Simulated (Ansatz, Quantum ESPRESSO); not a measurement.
# Work function of relaxed Hf(0001) under two functionals, part 2 of 3

Wanted: relaxation and work function of Hf(0001).

Quantum ESPRESSO 7.5; plane-wave DFT, PBE, GBRV ultrasoft pseudopotentials; geometry and cross-check by Ansatz 0.2.0 with PAW datasets.

So far. Step 2 (Relaxation with Ansatz of (0001)): The relaxation lowers the energy by 17 meV an atom. Held were the atoms numbered 3 and 4; the forces quoted are those on the free ones.

## Step 3: Self-consistent run of (0001), PBE

Both faces of the slab are alike, so a plain periodic cell serves and symmetry is kept.

Level of this step: plane-wave DFT, PBE, GBRV ultrasoft pseudopotentials (Quantum ESPRESSO 7.5).

Contents of 0001.pbe.in:

```
&control
  prefix = '0001.pbe'
  outdir = './out'
  pseudo_dir = './pseudo'
  calculation = 'scf'
  tprnfor = .true.
/
&system
  ibrav = 0
  nat = 6
  ntyp = 1
  ecutwfc = 40
  ecutrho = 200
  occupations = 'smearing'
  smearing = 'mv'
  degauss = 0.02
/
&electrons
  conv_thr = 1e-07
  mixing_beta = 0.4
  electron_maxstep = 120
  mixing_mode = 'local-TF'
/
ATOMIC_SPECIES
  Hf  178.4900  hf_pbe_v1.uspp.F.UPF
CELL_PARAMETERS angstrom
  3.19999999999411 0.00000000000000 0.00000000000000
  1.59999999999705 2.77128129210510 0.00000000000000
  0.00000000000000 0.00000000000000 28.65600000000000
ATOMIC_POSITIONS crystal
  Hf  0.666666666667 0.666666666667 0.281643089138
  Hf  0.000000000000 -0.000000000000 0.364754126176
  Hf  0.666666666667 0.666666666667 0.455834729200
  Hf  0.000000000000 0.000000000000 0.544165270800
  Hf  0.666666666667 0.666666666667 0.635245865548
  Hf  0.000000000000 -0.000000000000 0.718356902756
K_POINTS automatic
  12 12 1 0 0 0
```

Run with:

```
$ OMP_NUM_THREADS=1 mpirun -n 2 pw.x -nk 2 -in 0001.pbe.in > 0001.pbe.out
```

What it wrote:

```text
Program PWSCF v.7.5 starts
[citation notice left out]

     Parallel version (MPI & OpenMP), running on       2 processor cores
     Number of MPI processes:                 2
     Threads/MPI process:                     1

     MPI processes distributed on     1 nodes
[...]
Current dimensions of program PWSCF are:
     Max number of different atomic species (ntypx) = 10
     Max number of k-points (npk) =  40000
     Max angular momentum in pseudopotentials (lmaxx) =  4
     Message from routine setup:
     using ibrav=0 with symmetry is DISCOURAGED, use correct ibrav instead

     K-points division:     npool     =       2
     Subspace diagonalization in iterative solution of the eigenvalue problem:
     a serial algorithm will be used

     G-vector sticks info
     --------------------
     sticks:   dense  smooth     PW     G-vecs:    dense   smooth      PW
     Sum         499     409    121                81957    58491   10335

     Using Slab Decomposition

     bravais-lattice index     =            0
     lattice parameter (alat)  =       6.0471  a.u.
     unit-cell volume          =    1714.9156 (a.u.)^3
     number of atoms/cell      =            6
     number of atomic types    =            1
     number of electrons       =        72.00
     number of Kohn-Sham states=           43
     kinetic-energy cutoff     =      40.0000  Ry
     charge density cutoff     =     200.0000  Ry
     scf convergence threshold =      1.0E-07
     mixing beta               =       0.4000
     number of iterations used =            8  local-TF  mixing
     Exchange-correlation= SLA  PW   PBE  PBE
                           (   1   4   3   4   0   0   0)

     celldm(1)=   6.047124  celldm(2)=   0.000000  celldm(3)=   0.000000
     celldm(4)=   0.000000  celldm(5)=   0.000000  celldm(6)=   0.000000

     crystal axes: (cart. coord. in units of alat)
               a(1) = (   1.000000   0.000000   0.000000 )
               a(2) = (   0.500000   0.866025   0.000000 )
               a(3) = (   0.000000   0.000000   8.955000 )

     reciprocal axes: (cart. coord. in units 2 pi/alat)
               b(1) = (  1.000000 -0.577350  0.000000 )
               b(2) = (  0.000000  1.154701  0.000000 )
               b(3) = (  0.000000  0.000000  0.111669 )

     PseudoPot. # 1 for Hf read from file:
     ./pseudo/hf_pbe_v1.uspp.F.UPF
     Pseudo is Ultrasoft + core correction, Zval = 12.0
     Generated by new atomic code, or converted to UPF format
     Using radial grid of  921 points,  8 beta functions with:
                l(1) =   0
                l(2) =   0
                l(3) =   0
                l(4) =   1
                l(5) =   1
                l(6) =   2
                l(7) =   2
                l(8) =   3
     Q(r) pseudized with  6 coefficients,  rinner =    1.200   1.200   1.200
                                                       1.200   1.200   1.200
                                                       1.200

     atomic species   valence    mass     pseudopotential
     Hf               12.00   178.49000     Hf( 1.00)

     12 Sym. Ops., with inversion, found ( 6 have fractional translation)

   Cartesian axes

     site n.     atom                  positions (alat units)
         1        Hf     tau(   1) = (   1.0000000   0.5773503   2.5221139  )
         2        Hf     tau(   2) = (   0.0000000   0.0000000   3.2663732  )
         3        Hf     tau(   3) = (   1.0000000   0.5773503   4.0820000  )
         4        Hf     tau(   4) = (   0.0000000   0.0000000   4.8730000  )
         5        Hf     tau(   5) = (   1.0000000   0.5773503   5.6886267  )
         6        Hf     tau(   6) = (   0.0000000   0.0000000   6.4328861  )

     number of k points=    19  Marzari-Vanderbilt smearing, width (Ry)=  0.0200
                       cart. coord. in units 2pi/alat
        k(    1) = (   0.0000000   0.0000000   0.0000000), wk =   0.0138889
        k(    2) = (   0.0000000   0.0962250   0.0000000), wk =   0.0833333
        k(    3) = (   0.0000000   0.1924501   0.0000000), wk =   0.0833333
        k(    4) = (   0.0000000   0.2886751   0.0000000), wk =   0.0833333
        k(    5) = (   0.0000000   0.3849002   0.0000000), wk =   0.0833333
        k(    6) = (   0.0000000   0.4811252   0.0000000), wk =   0.0833333
        k(    7) = (   0.0000000  -0.5773503   0.0000000), wk =   0.0416667
        k(    8) = (   0.0833333   0.1443376   0.0000000), wk =   0.0833333
        k(    9) = (   0.0833333   0.2405626   0.0000000), wk =   0.1666667
        k(   10) = (   0.0833333   0.3367877   0.0000000), wk =   0.1666667
[...]
k(   19) = (   0.3333333  -0.5773503   0.0000000), wk =   0.0277778

     Dense  grid:    81957 G-vectors     FFT dimensions: (  27,  27, 243)

     Smooth grid:    58491 G-vectors     FFT dimensions: (  27,  27, 225)

     Estimated max dynamical RAM per process >     366.13 MB

     Estimated total dynamical RAM >     712.26 MB

     Check: negative core charge=   -0.000017

     Initial potential from superposition of free atoms

     starting charge      60.0000, renormalised to      72.0000

     negative rho (up, down):  7.659E-01 0.000E+00
     Starting wfcs are   78 randomized atomic wfcs

     total cpu time spent up to now is        4.0 secs

     per-process dynamical memory:   128.3 Mb

     Self-consistent Calculation

     iteration #  1     ecut=    40.00 Ry     beta= 0.40
     Davidson diagonalization with overlap
     ethr =  1.00E-02,  avg # of iterations =  7.3

     negative rho (up, down):  6.997E-01 0.000E+00

     total cpu time spent up to now is       14.2 secs

     total energy              =    -952.78009342 Ry
     estimated scf accuracy    <     123.28358717 Ry

     iteration #  2     ecut=    40.00 Ry     beta= 0.40
[...]
negative rho (up, down):  5.948E-01 0.000E+00

[...]
total energy              =    -955.74357297 Ry
     estimated scf accuracy    <       8.70442042 Ry

     iteration #  3     ecut=    40.00 Ry     beta= 0.40
[...]
negative rho (up, down):  5.481E-01 0.000E+00

[...]
total energy              =    -952.85805392 Ry
     estimated scf accuracy    <       4.57514565 Ry

     iteration #  4     ecut=    40.00 Ry     beta= 0.40
[...]
negative rho (up, down):  5.516E-01 0.000E+00

[...]
total energy              =    -953.65668485 Ry
     estimated scf accuracy    <       0.38657932 Ry

[...]
total energy              =    -953.64517261 Ry
     estimated scf accuracy    <       0.00663431 Ry

     iteration # 12     ecut=    40.00 Ry     beta= 0.40
[...]
c_bands:  3 eigenvalues not converged
     c_bands:  3 eigenvalues not converged
     c_bands:  1 eigenvalues not converged
     c_bands:  1 eigenvalues not converged
     c_bands:  1 eigenvalues not converged
[...]
negative rho (up, down):  6.623E-01 0.000E+00

[...]
total energy              =    -953.64466122 Ry
     estimated scf accuracy    <       0.01721190 Ry

     iteration # 13     ecut=    40.00 Ry     beta= 0.40
[...]
c_bands:  1 eigenvalues not converged
[...]
negative rho (up, down):  6.625E-01 0.000E+00

[...]
total energy              =    -953.64421678 Ry
     estimated scf accuracy    <       0.00475934 Ry

     iteration # 14     ecut=    40.00 Ry     beta= 0.40
[...]
negative rho (up, down):  6.633E-01 0.000E+00

[...]
total energy              =    -953.64425176 Ry
     estimated scf accuracy    <       0.00069764 Ry

     iteration # 15     ecut=    40.00 Ry     beta= 0.40
[...]
c_bands:  1 eigenvalues not converged
     c_bands:  1 eigenvalues not converged
     c_bands:  1 eigenvalues not converged
[...]
negative rho (up, down):  6.634E-01 0.000E+00

[...]
total energy              =    -953.64438484 Ry
     estimated scf accuracy    <       0.00020917 Ry

     iteration # 16     ecut=    40.00 Ry     beta= 0.40
[...]
c_bands:  1 eigenvalues not converged
[...]
negative rho (up, down):  6.632E-01 0.000E+00

[...]
total energy              =    -953.64437505 Ry
     estimated scf accuracy    <       0.00017569 Ry

     iteration # 17     ecut=    40.00 Ry     beta= 0.40
[...]
negative rho (up, down):  6.631E-01 0.000E+00

[...]
total energy              =    -953.64438555 Ry
     estimated scf accuracy    <       0.00000441 Ry

     iteration # 18     ecut=    40.00 Ry     beta= 0.40
[...]
negative rho (up, down):  6.631E-01 0.000E+00

[...]
total energy              =    -953.64438728 Ry
     estimated scf accuracy    <       0.00000287 Ry

     iteration # 19     ecut=    40.00 Ry     beta= 0.40
[...]
negative rho (up, down):  6.631E-01 0.000E+00

[...]
total energy              =    -953.64438705 Ry
     estimated scf accuracy    <       0.00000201 Ry

     iteration # 20     ecut=    40.00 Ry     beta= 0.40
[...]
negative rho (up, down):  6.631E-01 0.000E+00

[...]
total energy              =    -953.64438729 Ry
     estimated scf accuracy    <       0.00000015 Ry

     iteration # 21     ecut=    40.00 Ry     beta= 0.40
[...]
negative rho (up, down):  6.632E-01 0.000E+00

[...]
total energy              =    -953.64438723 Ry
     estimated scf accuracy    <       0.00000056 Ry

     iteration # 22     ecut=    40.00 Ry     beta= 0.40
[...]
negative rho (up, down):  6.632E-01 0.000E+00

[...]
End of self-consistent calculation

          k = 0.0000 0.0000 0.0000 (  7213 PWs)   bands (ev):

   -56.2872 -56.2872 -56.0690 -56.0342 -55.8985 -55.8982 -25.2250 -25.2013
   -25.0233 -24.6994 -24.6279 -24.6279 -24.6279 -24.6279 -24.4408 -24.4408
   -24.4394 -24.3799 -24.3799 -24.3569 -24.2793 -24.2793 -24.2770 -24.2770
    -1.2949  -0.7762   0.0203   0.9953   1.7089   2.0714   5.5865   5.6090
     6.0840   6.2055   6.5529   6.8684   6.8684   6.8728   6.8728   6.9794
     6.9794   7.0520   7.0520

          k = 0.0000 0.0962 0.0000 (  7249 PWs)   bands (ev):

   -56.2847 -56.2847 -56.0661 -56.0323 -55.8963 -55.8961 -25.2120 -25.1912
   -25.0174 -24.7205 -24.6732 -24.6556 -24.6377 -24.6377 -24.4739 -24.4584
   -24.4521 -24.3929 -24.3877 -24.3602 -24.3120 -24.3113 -24.2872 -24.2844
    -1.0890  -0.5746   0.2161   1.1892   1.9135   2.2804   5.4828   5.5069
     5.9238   6.0752   6.3304   6.6198   6.6342   6.7849   6.9787   7.0088
     7.0483   7.0708   7.1423

          k = 0.0000 0.1925 0.0000 (  7291 PWs)   bands (ev):

   -56.2779 -56.2779 -56.0580 -56.0272 -55.8903 -55.8901 -25.1774 -25.1651
   -25.0029 -24.8091 -24.7857 -24.7093 -24.6643 -24.6643 -24.5616 -24.5365
   -24.4822 -24.4198 -24.4096 -24.3979 -24.3862 -24.3656 -24.3086 -24.3045
    -0.5032  -0.0071   0.7582   1.7141   2.4667   2.8434   5.0744   5.2239
     5.5248   5.6385   5.9834   6.0512   6.1094   6.4810   6.7898   6.9597
     7.1699   7.2022   7.3570

          k = 0.0000 0.2887 0.0000 (  7289 PWs)   bands (ev):

   -56.2687 -56.2687 -56.0465 -56.0205 -55.8821 -55.8820 -25.1369 -25.1350
   -24.9946 -24.9437 -24.9179 -24.8006 -24.7002 -24.7001 -24.6811 -24.6260
   -24.5234 -24.5218 -24.4785 -24.4397 -24.4046 -24.3911 -24.3376 -24.3319
     0.3636   0.8072   1.4944   2.3615   3.1094   3.4756   4.6029   4.8498
     5.0427   5.1846   5.4588   5.6775   5.7067   6.2899   6.5965   6.8291
     6.8979   7.1281   7.4352

          k = 0.0000 0.3849 0.0000 (  7336 PWs)   bands (ev):

   -56.2595 -56.2595 -56.0345 -56.0144 -55.8739 -55.8739 -25.1307 -25.1275
   -25.0696 -25.0638 -24.9579 -24.9165 -24.7818 -24.7358 -24.7356 -24.7044
   -24.6104 -24.5603 -24.5242 -24.4702 -24.4236 -24.4214 -24.3665 -24.3593
     1.3312   1.6451   2.1459   2.7610   3.3108   3.5997   4.2567   4.5744
     4.7190   4.9068   5.2324   5.7640   5.7752   6.3775   6.5587   6.7760
     6.8680   7.0810   7.1328

          k = 0.0000 0.4811 0.0000 (  7344 PWs)   bands (ev):

   -56.2527 -56.2527 -56.0250 -56.0106 -55.8679 -55.8679 -25.1943 -25.1916
   -25.1102 -25.1007 -25.0123 -24.9726 -24.8087 -24.7616 -24.7613 -24.7528
   -24.6488 -24.5879 -24.5469 -24.4925 -24.4531 -24.4391 -24.3876 -24.3793
     2.1122   2.2093   2.4968   2.8416   3.1361   3.3431   4.0433   4.3881
     4.6627   4.7431   5.0480   6.0569   6.0954   6.8077   6.8476   6.9096
     6.9670   7.1189   7.2473

[...]
the Fermi energy is     5.8203 ev

!    total energy              =    -953.64438727 Ry
     estimated scf accuracy    <       0.00000003 Ry
     smearing contrib. (-TS)   =      -0.00192494 Ry
     internal energy E=F+TS    =    -953.64246233 Ry

     The total energy is F=E-TS. E is the sum of the following terms:
     one-electron contribution =   -4322.27505591 Ry
     hartree contribution      =    2163.21166110 Ry
     xc contribution           =    -454.14570476 Ry
     ewald contribution        =    1659.56663724 Ry

     convergence has been achieved in  22 iterations

     negative rho (up, down):  6.632E-01 0.000E+00

     Forces acting on atoms (cartesian axes, Ry/au):

     atom    1 type  1   force =     0.00000000    0.00000000    0.00011560
     atom    2 type  1   force =     0.00000000    0.00000000   -0.00102865
     atom    3 type  1   force =    -0.00000000   -0.00000000    0.00509649
     atom    4 type  1   force =     0.00000000    0.00000000   -0.00509649
     atom    5 type  1   force =    -0.00000000    0.00000000    0.00102865
     atom    6 type  1   force =     0.00000000    0.00000000   -0.00011560

     Total force =     0.007355     Total SCF correction =     0.000784
     SCF correction compared to forces is large: reduce conv_thr to get better values

[...]
=------------------------------------------------------------------------------=
   JOB DONE.
=------------------------------------------------------------------------------=
```

Wall time 2.6 min (2 MPI ranks of Arm Neoverse V2, shared host); peak memory 0.78 GiB; 5.2 min of CPU time.

This step gave:

- free energy: -12974.9929 eV
- Fermi energy: 5.820 eV

## Step 4: Potential by pp.x of (0001)

The vacuum level is read from the electrostatic potential (plot_num = 11), averaged over planes.

Contents of 0001.pbe.pot.in:

```
&inputpp
  prefix = '0001.pbe'
  outdir = './out'
  filplot = '0001.pbe.pot.dat'
  plot_num = 11
/
```

Run with:

```
$ OMP_NUM_THREADS=1 mpirun -n 2 pp.x -in 0001.pbe.pot.in > 0001.pbe.pot.out
```

What it wrote:

```text
[banner, memory and clock lines left out]
Program POST-PROC v.7.5 starts

          URL

     ./out/0001.pbe.save/

     IMPORTANT: XC functional enforced from input :
     Exchange-correlation= PBE
                           (   1   4   3   4   0   0   0)
     Any further DFT definition will be discarded
     Please, verify this is what you really want

     Check: negative core charge=   -0.000017

     negative rho (up, down):  6.632E-01 0.000E+00

     Calling punch_plot, plot_num =  11
     Writing data to file  0001.pbe.pot.dat
     Message from routine chdens:
     namelist plot not found or invalid, exiting
```

It took 1.1 s on 2 MPI ranks; peak memory 0.28 GiB; 2.1 s of CPU time.

Numbers from this step:

* work function of the upper face: 4.414 eV
* slope of the potential above: 0.002388 eV/Å
* upper vacuum line continued to the top atoms, over the Fermi level: 4.401 eV
* work function of the lower face: 4.415 eV
* slope of the potential below: -0.001710 eV/Å
* lower vacuum line continued to the bottom atoms, over the Fermi level: 4.405 eV

(Part 2 of 3 ends here.)

[Logs are printed without paths, hosts, clocks, repeated set-up lines and the standing remarks that a program may print on its own settings, such as how far it seeks lower states.]

[Hosts, paths, dates, database ids (printed as entryN), source tags and the programs' standing remarks are cut or masked in the printed files.]

[Maps of the electrostatic potential energy from Ansatz leave out the sawtooth potential of an applied field or a dipole correction, so their vacuum need not be flat; planar profiles and work functions include it.]
